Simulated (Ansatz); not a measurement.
# A hypothetical structure for Ni3Sn2O2, part 2 of 2

This structure for Ni3Sn2O2 is made up. Its elements were placed in a known structure type with a cell scaled to their sizes. What cell does the guess relax to, and how far off was it?

Ansatz 0.2.0; DFT, PBEsol, plane-wave PAW, files of the set soft_1, scalar-relativistic, ferromagnetic start, cell and ions relaxed at zero pressure; PAW set soft_1 (the session's first sound run).

So far: The starting structure; Relaxation of the guess. The relaxed cell has a = 5.331, c = 12.160 Å (conventional setting).

## Step 3: Electronic structure of the relaxed cell

A second self-consistent run takes a narrower smearing and the mesh shown in its input; the bands follow along the standard path of the relaxed lattice.

This step: DFT, PBEsol, plane-wave PAW, files of the set soft_1, scalar-relativistic, no spin, bands and density of states at the relaxed cell; PAW set soft_1 (Ansatz 0.2.0).

File input.yaml:

```yaml
crystal:
  lattice:
    - [2.6655045036, 1.5389297427, 4.0532611148]
    - [-2.6655045036, 1.5389297427, 4.0532611148]
    - [0.0, -3.0778594853, 4.0532611148]
  atoms:
    - { symbol: Sn, position: [0.0, 0.0, 0.0] }
    - { symbol: Sn, position: [0.5, 0.5, 0.5] }
    - { symbol: Ni, position: [0.5, 0.5, 0.0] }
    - { symbol: Ni, position: [0.5, 0.0, 0.5] }
    - { symbol: Ni, position: [0.0, 0.5, 0.5] }
    - { symbol: O, position: [0.7569111902, 0.7569111902, 0.7569111902] }
    - { symbol: O, position: [0.2430888098, 0.2430888098, 0.2430888098] }
kpoints:
  mp_grid: { grid: [8, 8, 8] }
  band_path:
    path:
      - [[0.0, 0.0, 0.0], [0.5, 0.0, 0.0], [0.5, 0.26276971, -0.26276971]]
      - [[0.73723029, 0.5, 0.26276971], [0.5, 0.5, 0.5], [0.0, 0.0, 0.0], [0.38138486, 0.0, -0.38138486]]
      - [[0.61861514, 0.38138486, 0.0], [0.5, 0.5, 0.0], [0.61861514, 0.61861514, 0.26276971], [0.5, 0.5, 0.5]]
      - [[0.5, 0.0, 0.0], [0.73723029, 0.38138486, 0.38138486]]
    npoints: 8
scf:
  occupations: { method: fermi_dirac, width: 0.03 }
  n_extra_bands: 11
hamiltonian:
  xc: pbesol
  pseudopotentials: { kind: paw, azcp: { folder: soft_1 }, xc_functional: pbe }
output:
  forces: true
  stress: true
  write_bands: true
  dos: { projected: true }
  write_density: true
  write_potential: true
  elf: true
  volumetric_format: npy
```

On the command line:

```
$ ansatz run input.yaml --threads 4 --pin off --max-ram 10240MiB --backend cpu --events-out ev --progress --plain --runs-dir out
```

Numbers of over 12 decimals in the logs are rounded to 6 here.

What it wrote:

```text
[...]
Crystal: 7 atoms, lattice volume = 99.759 Å³
Basis set: ecut = 420 eV, 1963 PW (Γ), exchange–correlation on 72×72×72 points (8 copies of the dense FFT grid, shifted against one another)
Bands: 58, of which v1, the nominal top of the filled ones, is band 47 counted from 1 (46 counted from 0)
Symmetry: 12 space group operations
[...]
k-points: 65 of 512
[...]
SCF iter   1: F=—  HF=-30446.546460 eV  |F-HF|=—  |Δ(HF+E_count)|=         —  Δρ=2.87e-1  dr2=7.91e1  ethr=3.10e-3  ⟨swp⟩=6.2  Hψ=14441  notcnv=0  defer=8
[...]
SCF iter  11: F=-30434.768557 eV  HF=-30434.768557 eV  |F-HF|=8.36e-9  |Δ(HF+E_count)|=   2.31e-7  Δρ=9.57e-6  dr2=8.29e-8  ethr=1.06e-10  ⟨swp⟩=14.9  Hψ=31740  notcnv=0
SCF 1 converged in 11 iterations: F = -30434.768557 eV  dr2 = 8.29e-8
[...]
NSCF: frozen V_eff on 76 k-points
SCF converged after 11 iterations
Free energy (F): -30434.768557 eV
[...]
Internal energy: -30434.760351 eV  (E = F + TS)
E sigma→0 (E₀):  -30434.764454 eV
Entropy (-TS):   -0.008207 eV (-1.172 meV/atom)
Fermi energy:    12.817441 eV
[...]
--- Forces (eV/Å), atoms counted from 1 ---
  atom   1  Sn    -0.00000000     0.00000000     0.00000000
  atom   2  Sn    -0.00000000     0.00000000    -0.00000000
  atom   3  Ni     0.00000000     0.00000000     0.00000000
  atom   4  Ni    -0.00000000    -0.00000000    -0.00000000
  atom   5  Ni     0.00000000     0.00000000     0.00000000
  atom   6  O      0.00000000    -0.00000000    -0.00005758
  atom   7  O      0.00000000     0.00000000     0.00005758
  max |Σ_I F_I| component: 8.33e-30 eV/Å
--- Stress (GPa, compression-positive) ---
        0.017444       0.000000       0.000000
        0.000000       0.017444      -0.000000
        0.000000      -0.000000      -0.048186
  P = ⅓ Tr σ = -0.0044 GPa (-0.044 kbar)
--- Band table (eV; the first three rows and the last of 65) ---
  k-point 0: bands = [... 43 lower, 11.2062, 11.2788, 11.9643, 12.5679, 12.7761, 12.7761, 13.2886, 15.2139, ... 7 higher]
  k-point 1: bands = [... 43 lower, 11.3046, 11.3626, 12.0293, 12.6887, 12.8293, 13.1047, 13.4489, 15.0125, ... 7 higher]
  k-point 2: bands = [... 43 lower, 11.4032, 11.6564, 12.1964, 12.7310, 13.0398, 13.3075, 14.3909, 14.7314, ... 7 higher]
  k-point 64: bands = [... 43 lower, 11.9637, 12.1179, 12.1179, 12.6157, 12.6157, 13.4644, 14.1301, 15.4252, ... 7 higher]
```

Elapsed: 13 s, on 4 threads of Arm Neoverse V1, shared host; peak memory 0.67 GiB.

This step gave:

* free energy: -30434.7686 eV
* energy at zero smearing: -30434.7645 eV
* smearing term TS: 0.008207 eV
* Fermi energy: 12.82 eV
* pressure: -0.004433 GPa

bands.tsv at the labelled points (eV, zero at the Fermi level; the bands that come nearest the Fermi level along the path):

```
point  band 44  band 45  band 46  band 47  band 48  band 49  band 50  band 51
    Γ    -1.61    -1.54    -0.85    -0.25    -0.04    -0.04     0.47     2.40
    L    -1.07    -0.99    -0.46     0.17     0.28     0.89     1.48     2.14
   B1    -1.31    -1.25    -0.69    -0.23     0.67     1.57     1.91     2.15
    B    -1.31    -1.25    -0.69    -0.23     0.67     1.57     1.91     2.15
    Z    -0.85    -0.70    -0.70    -0.20    -0.20     0.65     1.31     2.61
    Γ    -1.61    -1.54    -0.85    -0.25    -0.04    -0.04     0.47     2.40
    X    -1.20    -1.03    -0.56    -0.05     0.10     1.55     1.71     2.74
    Q    -1.20    -1.03    -0.56    -0.05     0.10     1.55     1.71     2.74
    F    -1.35    -1.08    -0.65    -0.17     0.12     1.77     1.89     3.58
   P1    -1.29    -1.25    -0.59    -0.26     0.67     1.46     1.66     2.58
    Z    -0.85    -0.70    -0.70    -0.20    -0.20     0.65     1.31     2.61
    L    -1.07    -0.99    -0.46     0.17     0.28     0.89     1.48     2.14
    P    -1.29    -1.25    -0.59    -0.26     0.67     1.46     1.66     2.58
```

Counts of states for the cell as run, both spins, by energy window (eV from the Fermi level):

```
from  to  total
  -8  -7   0.94
  -7  -6   3.42
  -6  -5   5.22
  -5  -4   4.39
  -4  -3   4.69
  -3  -2   7.12
  -2  -1  13.03
  -1   0   4.20
   0   1   2.97
   1   2   3.36
   2   3   2.64
   3   4   2.49
   4   5   0.78
   5   6   1.50
```

Below -8 eV lie 51.0 more states.

Electrostatic potential energy in the ac plane of the conventional cell at fractional y = 0.000, with atoms of Sn and Ni and O within 0.2 Å of it. With pseudopotentials it is smooth inside the atoms' cores, unlike the true potential.

Ten even steps from '0' (-19 eV) to '9' (17 eV), each cell a mean:
```
732784375378416
236898645789752
889999999999988
999999999999999
369999999999984
007999999999930
037778999887751
886336888743478
887447888854588
678889999988877
115899999998621
951699999998418
732799999998416
236899999998752
888778999887788
886336888743478
676447888854576
017888999988840
018999999999950
689999999999997
999999999999999
678999888999987
115887433588721
951673497267418
```
Columns run along a (5.3 Å; values clipped at the 3rd and 97th percentile), rows up along c (12.2 Å), edges of the conventional cell, whose origin can differ from the input's. Atoms in or near the plane, at fractional coordinates: Sn at (0.00, 0.00), Sn at (0.00, 0.50), Ni at (0.50, 0.00), O at (0.00, 0.76), O at (0.00, 0.24).

ELF in the ac plane of the conventional cell at fractional y = 0.000, with atoms of Sn and Ni and O within 0.2 Å of it. It is the smooth field of the valence electrons, not physical close to the nuclei.

Values, 24 rows by 15 columns, each cell a mean:
```
0.03 0.12 0.28 0.35 0.27 0.20 0.41 0.70 0.58 0.26 0.21 0.33 0.33 0.20 0.06
0.24 0.27 0.29 0.30 0.25 0.20 0.20 0.23 0.21 0.19 0.22 0.28 0.30 0.28 0.25
0.17 0.16 0.14 0.13 0.14 0.17 0.19 0.20 0.20 0.19 0.15 0.13 0.13 0.15 0.16
0.42 0.31 0.13 0.05 0.06 0.12 0.16 0.18 0.17 0.14 0.08 0.05 0.08 0.23 0.39
0.82 0.77 0.49 0.14 0.08 0.13 0.19 0.20 0.20 0.16 0.10 0.09 0.30 0.67 0.81
0.53 0.76 0.63 0.23 0.14 0.20 0.26 0.28 0.27 0.23 0.17 0.15 0.43 0.77 0.65
0.64 0.70 0.42 0.16 0.17 0.21 0.29 0.34 0.32 0.25 0.19 0.15 0.26 0.62 0.69
0.41 0.29 0.16 0.18 0.20 0.19 0.26 0.33 0.30 0.21 0.19 0.20 0.16 0.21 0.37
0.19 0.18 0.18 0.19 0.18 0.19 0.23 0.26 0.25 0.20 0.18 0.19 0.18 0.18 0.19
0.31 0.32 0.31 0.26 0.22 0.19 0.16 0.14 0.15 0.18 0.21 0.24 0.29 0.32 0.32
0.17 0.24 0.33 0.34 0.26 0.14 0.07 0.05 0.06 0.10 0.20 0.32 0.34 0.29 0.19
0.01 0.07 0.25 0.30 0.22 0.08 0.03 0.02 0.02 0.04 0.15 0.28 0.29 0.16 0.02
0.03 0.11 0.27 0.31 0.23 0.09 0.04 0.02 0.03 0.06 0.16 0.29 0.31 0.19 0.05
0.25 0.30 0.35 0.34 0.26 0.17 0.10 0.07 0.08 0.13 0.21 0.31 0.35 0.33 0.27
0.28 0.29 0.25 0.21 0.20 0.20 0.19 0.18 0.18 0.20 0.20 0.20 0.23 0.28 0.29
0.19 0.16 0.16 0.19 0.19 0.19 0.24 0.29 0.27 0.21 0.18 0.20 0.18 0.15 0.18
0.56 0.45 0.20 0.17 0.19 0.20 0.27 0.34 0.32 0.22 0.19 0.18 0.16 0.32 0.53
0.56 0.74 0.53 0.19 0.16 0.22 0.29 0.33 0.31 0.26 0.19 0.15 0.33 0.71 0.65
0.65 0.79 0.63 0.22 0.12 0.18 0.24 0.26 0.25 0.21 0.15 0.14 0.42 0.77 0.72
0.77 0.67 0.37 0.10 0.06 0.12 0.17 0.19 0.18 0.15 0.09 0.06 0.21 0.55 0.75
0.25 0.18 0.09 0.05 0.08 0.13 0.17 0.19 0.18 0.15 0.10 0.06 0.06 0.13 0.22
0.21 0.21 0.20 0.19 0.18 0.19 0.19 0.19 0.19 0.19 0.18 0.18 0.20 0.21 0.21
0.18 0.24 0.30 0.33 0.26 0.20 0.24 0.32 0.28 0.20 0.22 0.31 0.32 0.28 0.20
0.01 0.07 0.27 0.35 0.27 0.21 0.51 0.86 0.73 0.29 0.21 0.34 0.32 0.16 0.02
```
Columns run along a (5.3 Å), rows up along c (12.2 Å), edges of the conventional cell, whose origin can differ from the input's. Atoms in or near the plane, at fractional coordinates: Sn at (0.00, 0.00), Sn at (0.00, 0.50), Ni at (0.50, 0.00), O at (0.00, 0.76), O at (0.00, 0.24).

Valence density in the ac plane of the conventional cell at fractional y = 0.000, with atoms of Sn and Ni and O within 0.2 Å of it. It is the smooth field of the valence electrons, not physical close to the nuclei.

Ten steps, logarithmic in the rise over the least value, from '_' (0 e/Å³) to '@' (39 e/Å³), each cell a mean:
```
**++::....::**%%##==......==**
--::..______..::::..______..::
______________________________
______________________________
==::..____________________..--
**==::__________________..--++
++--::....__________......::==
......::::....____..::::::....
__....::::..______....::....__
........______________........
==--..__________________..::==
##++--..________________..==**
**++::__________________..==**
--::..__________________....::
..........__________..........
__....::::....____..::::::....
::::..::::....____....::....::
++==::..________________..--++
**==::__________________..--++
::..______________________..::
______________________________
______________________________
==--..____..--====::____..::==
##++--....::##@@%%==......==**
```
Columns run along a (5.3 Å), rows up along c (12.2 Å), edges of the conventional cell, whose origin can differ from the input's. Atoms in or near the plane, at fractional coordinates: Sn at (0.00, 0.00), Sn at (0.00, 0.50), Ni at (0.50, 0.00), O at (0.00, 0.76), O at (0.00, 0.24).

## Step 4: Outcome

```yaml
space_group_relaxed: R-3m
conventional_cell: a = 5.331, b = 5.331, c = 12.160 Å; α = 90.0°, β = 90.0°, γ = 120.0°
volume_per_atom: 14.25 Å³ (guess 11.91)
total_moment: 0.00 μB in the cell of 7 atoms
```

In words: Ni3Sn2O2 relaxes to R-3m with a = 5.331, b = 5.331 and c = 12.160 Å. The guessed volume was 16 % too small. The space group R-3m was held in the relaxation, so the end point is a stationary structure within it and may be a saddle against distortions or other arrangements. The moments died out from this one start and weren't seeded again at the relaxed cell. Bands cross the Fermi level, so it is a metal or semimetal at this level. Semilocal functionals can close a small real gap, so this isn't settled for compounds with anions. On the 8×8×8 mesh with the narrower smearing (relaxed on 7×7×7) the forces vanish, as symmetry may demand, and the largest stress component is 0.048 GPa, within the relaxation's thresholds of 0.015 eV/Å and 0.05 GPa. The cutoff wasn't tested. No dispersion term is used, so weakly bound directions may come out too long. Nothing here tests whether the compound is stable against decomposition.

[Logs are printed without paths, hosts, clocks, repeated set-up lines and the standing remarks that a program may print on its own settings, such as how far it seeks lower states.]

[Hosts, paths, dates, database ids (printed as entryN), source tags and the programs' standing remarks are cut or masked in the printed files.]
